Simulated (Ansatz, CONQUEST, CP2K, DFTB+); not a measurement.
# H-capped Ge nanowire along [112] (40 atoms) in CONQUEST, part 2 of 2

Aim: run H-capped Ge nanowire along [112] (40 atoms) in CONQUEST and see how near its forces come to a plane-wave reference, and at what cost.

Program: CONQUEST 1.3; the method stands at each step. Banners, paths, timers and routine set-up lines are dropped from the logs unmarked, and long logs keep their key lines alone; longer cuts are marked.

So far. Step 4 (PBE, grid 80 Ha, multi-site 6.5 bohr): Against the first run (13 %), the force difference from the reference is 13 %, at 1.1 times the CPU time. Step 5 (LDA, grid 80 Ha): Against the first run (13 %), the force difference from the reference is 19 %, at 0.60 times the CPU time; the model has changed, so this is no error of the program alone.

## 6. PBE, grid 80 Ha, on-site functions

Method: Kohn-Sham DFT, PBE, norm-conserving pseudopotentials, pseudo-atomic orbitals (double zeta with polarisation), contracted to on-site support functions, diagonalisation.

The pseudopotential files are exchanged too: the .ion files are now those for PBE.

The input, Conquest_input:

```
IO.Title cell
IO.Coordinates coords.dat
IO.FractionalAtomicCoords T
IO.Iprint 1
General.NumberOfSpecies 2
AtomMove.TypeOfRun static
AtomMove.CalcStress F
Grid.GridCutoff 80
DM.SolutionMethod diagon
SC.MaxIters 100
SC.LinearMixingFactor 0.3
minE.SCTolerance 1e-06
Diag.kT 0.001837
Diag.MPMesh T
Diag.GammaCentred T
Diag.MPMeshX 1
Diag.MPMeshY 1
Diag.MPMeshZ 1
%block ChemicalSpeciesLabel
1 72.630 Ge
2 1.008 H
%endblock
Basis.MultisiteSF T
Multisite.LFD T
Multisite.LFD.NonSCF T
%block Ge
Atom.NumberOfSupports 9
Atom.MultisiteRange 0.1
Atom.LFDRange 8.0
%endblock
%block H
Atom.NumberOfSupports 1
Atom.MultisiteRange 0.1
Atom.LFDRange 8.0
%endblock
```

The input, coords.dat:

```
31.178365 0.000000 0.000000
0.000000 36.175613 0.000000
0.000000 0.000000 26.190111
40
[... 40 atom lines left out: the same atoms as in the first run ...]
```

Command:

```sh
$ OMP_NUM_THREADS=1 Conquest > output.txt
```

Numbers of over 12 decimals in the logs are rounded to 6 here.

Conquest_out:

```text
      Simulation cell dimensions:    31.1784 a0 x    36.1756 a0 x    26.1901 a0
        This calculation includes non-local pseudopotentials,
         with a maximum core radius of      7.09479220
    Job title: cell
    Job to be run: static calculation
    Ground state search:
      Support functions represented with PAO basis
      Multi-site SFs used with local filter diagonalisation
      Non-spin-polarised electrons
      Solving for the K matrix using diagonalisation
      Using Fermi-Dirac smearing
    Integration grid size:    128 x  160 x  108
    Integration grid spacing:  0.244 a0 x 0.226 a0 x 0.243 a0
    Number of species:  2
    --------------------------------------------------------
    |   #  mass (au)  Charge (e)  SF Rad (a0)  NSF  Label  |
    --------------------------------------------------------
    |   1     72.630      14.000        7.551    9  Ge     |
    |   2      1.008       1.000        7.064    1  H      |
    --------------------------------------------------------
          PAOs are contracted to multi-site support functions
          SCF tolerance:                 0.00000100
          SCF iterations:               100
    The calculation will be performed on     1 process
    The calculation will be performed on     1 thread
    Using the default matrix multiplication kernel
    The functional used will be GGA PBE96
    set_atom_dens: In set_atomic_density, electrons :     248.000000000000
    PulayMixSC: Starting Pulay mixing, A_up =  0.300 A_dn =  0.300
    PulayMixSC: Spin non-polarised calculation.
          Harris-Foulkes Energy            :     -1442.770641 Ha
    PulayMixSC: Pulay iteration     1 residual:              0.16578E-02
          Harris-Foulkes Energy            :     -1442.615480 Ha
    PulayMixSC: Pulay iteration     2 residual:              0.98523E-03
          Harris-Foulkes Energy            :     -1442.531330 Ha
    PulayMixSC: Pulay iteration     3 residual:              0.14826E-03
[...]
Harris-Foulkes Energy            :     -1442.528487 Ha
    PulayMixSC: Pulay iteration     7 residual:              0.16321E-05
          Harris-Foulkes Energy            :     -1442.528498 Ha
    PulayMixSC: Pulay iteration     8 residual:              0.70079E-06
    PulayMixSC: Reached SCF tolerance of  0.70079E-06 after      8 iterations
      | Number of electrons      =       248.000180
      |* Harris-Foulkes energy   =     -1442.528498 Ha
      |* DFT total energy        =     -1442.528498 Ha
    force: Forces on atoms (Ha/a0)
    force:  Atom   X              Y              Z
    force:     1   0.0030568738   0.0238073899  -0.0198409212
    force:     2   0.0180664274   0.0234002208   0.0125914612
    force:     3   0.0518480384  -0.0366575844   0.0054340688
[...]
force:    39   0.0019983189   0.0323779513   0.0008136576
    force:    40   0.0035355310   0.0008118784   0.0022299305
    force: Maximum force :        0.07947326(Ha/a0) on atom         8 in y direction
    force: Force Residual:        0.03177650 Ha/a0
    get_E_and_F: Change in energy during last step of electronic optimisation: -0.11649E-04
```

Wall time 88 s (1 thread of Intel Xeon 6975P-C (Granite Rapids), shared host); peak memory 2.3 GiB.

Numbers from this run, and their distance from the reference:

```yaml
r_m_s_force_component: 0.9434 eV/Å
r_m_s_difference_of_force_components: 109.9 meV/Å
longest_difference_of_force_vectors: 382.9 meV/Å
force_difference_over_r_m_s_force: 12.41 %
slope_of_forces_against_the_reference_s: 1.06
correlation_of_force_components: 0.9948
spacing_of_highest_filled_and_lowest_empty_level: 5.874 eV
gap_difference: 2.119 eV
```

This is a coarse setting, run to see what it loses.

Against the first run (13 %), the force difference from the reference is 12 %, at 1.0 times the CPU time.

The forces add up to 0.63 eV/Å instead of zero, usually a sign of too coarse a grid.

## 7. Side by side

Differences are against the plane-wave reference, forces as r.m.s. over components; share is that over the reference's r.m.s. force, slope the least-squares factor from reference forces to these. Total energies of different programs have different zeros and aren't compared.

| run | Δ force, r.m.s. (meV/Å) | share (%) | slope | Δ gap (eV) | cores | CPU time | memory (GiB) |
| --- | --- | --- | --- | --- | --- | --- | --- |
| reference | - | - | - | - | 4 | 39 s | 2.9 |
| CONQUEST PBE, grid 80 Ha | 111 | 12.6 | 1.083 | 0.186 | 1 | 85 s | 2.3 |
| CONQUEST PBE, grid 80 Ha, multi-site 10 bohr | 115 | 13.0 | 1.085 | 0.204 | 1 | 98 s | 2.3 |
| CONQUEST PBE, grid 80 Ha, multi-site 6.5 bohr (coarse) | 113 | 12.8 | 1.081 | 0.403 | 1 | 90 s | 2.3 |
| CONQUEST LDA, grid 80 Ha | 170 | 19.2 | 1.094 | 0.0838 | 1 | 51 s | 2.2 |
| CONQUEST PBE, grid 80 Ha, on-site functions (coarse) | 110 | 12.4 | 1.060 | 2.12 | 1 | 88 s | 2.3 |

Rows marked coarse were listed beforehand as settings not expected to be converged; some can still land near the reference.

CPU time is summed over cores on a shared host, where runs went side by side, so it is rough. Symmetry, cutoffs, thresholds, outputs and thread counts weren't matched or tuned between programs; memory under MPI is the largest rank's times the ranks.

A second geometry, displaced anew (every atom was moved at random, 0.06 Å r.m.s. a Cartesian component (hydrogen 0.6 of that)), gives an energy difference that all programs can be tested on. The reference puts it at 18.53 meV/atom.

| run | energy less the first geometry's (meV/atom) | error (meV/atom) | force share at the second geometry (%) |
| --- | --- | --- | --- |
| CONQUEST PBE, grid 80 Ha | 16.68 | -1.85 | 9.88 |
| CONQUEST PBE, grid 80 Ha, multi-site 10 bohr | 16.68 | -1.85 | 10.2 |
| CONQUEST PBE, grid 80 Ha, multi-site 6.5 bohr | 20.46 | 1.93 | 11.0 |
| CONQUEST LDA, grid 80 Ha | 12.55 | -5.98 | 16.2 |
| CONQUEST PBE, grid 80 Ha, on-site functions | 22.37 | 3.84 | 10.5 |

## 8. Outcome

```
nearest in forces : CONQUEST PBE, grid 80 Ha, on-site functions (coarse), 12 %
its CPU time      : 88 s
```

**Reading.** The PBE runs in local orbitals, coarse settings apart, differ by 13 % in each run; basis, grid and potentials can all enter. Rows with another functional or a dispersion term differ by 19 % (CONQUEST LDA, grid 80 Ha), which mixes the change of model with differences of basis and potentials. Runs with settings chosen to be coarse differ by 12 % (CONQUEST PBE, grid 80 Ha, on-site functions) to 13 % (CONQUEST PBE, grid 80 Ha, multi-site 6.5 bohr), their programs' other errors included. CONQUEST PBE, grid 80 Ha, on-site functions lies nearer than the full basis that it is contracted from, which is a cancellation of errors. None of the electronic-structure runs in the table takes under half the reference's CPU time of 39 s; they take 1.3 to 2.5 times as much. At the same functional, gaps differ from the reference's 3.75 eV by between +0.19 and +2.12 eV. A likely cause of the wide gaps: compact atomic orbitals describe empty levels worse than filled ones. These are spacings on the run's k-points, which needn't hold the band edges. The energy difference between the two geometries, 18.5 meV/atom in the reference, is met best by CONQUEST PBE, grid 80 Ha (-1.85) and CONQUEST PBE, grid 80 Ha, multi-site 10 bohr (-1.85) and worst by CONQUEST LDA, grid 80 Ha (-5.98). The electronic-structure runs sample only Γ, in a cell whose periodic width is 14 Å.

[Also dropped from logs without a mark: logging warnings of Python, and SIESTA's first energy breakdown and zero terms.]

[Logs are printed without paths, hosts, clocks, repeated set-up lines and the standing remarks that a program may print on its own settings, such as how far it seeks lower states.]

[Hosts, paths, dates, database ids (printed as entryN), source tags and the programs' standing remarks are cut or masked in the printed files.]
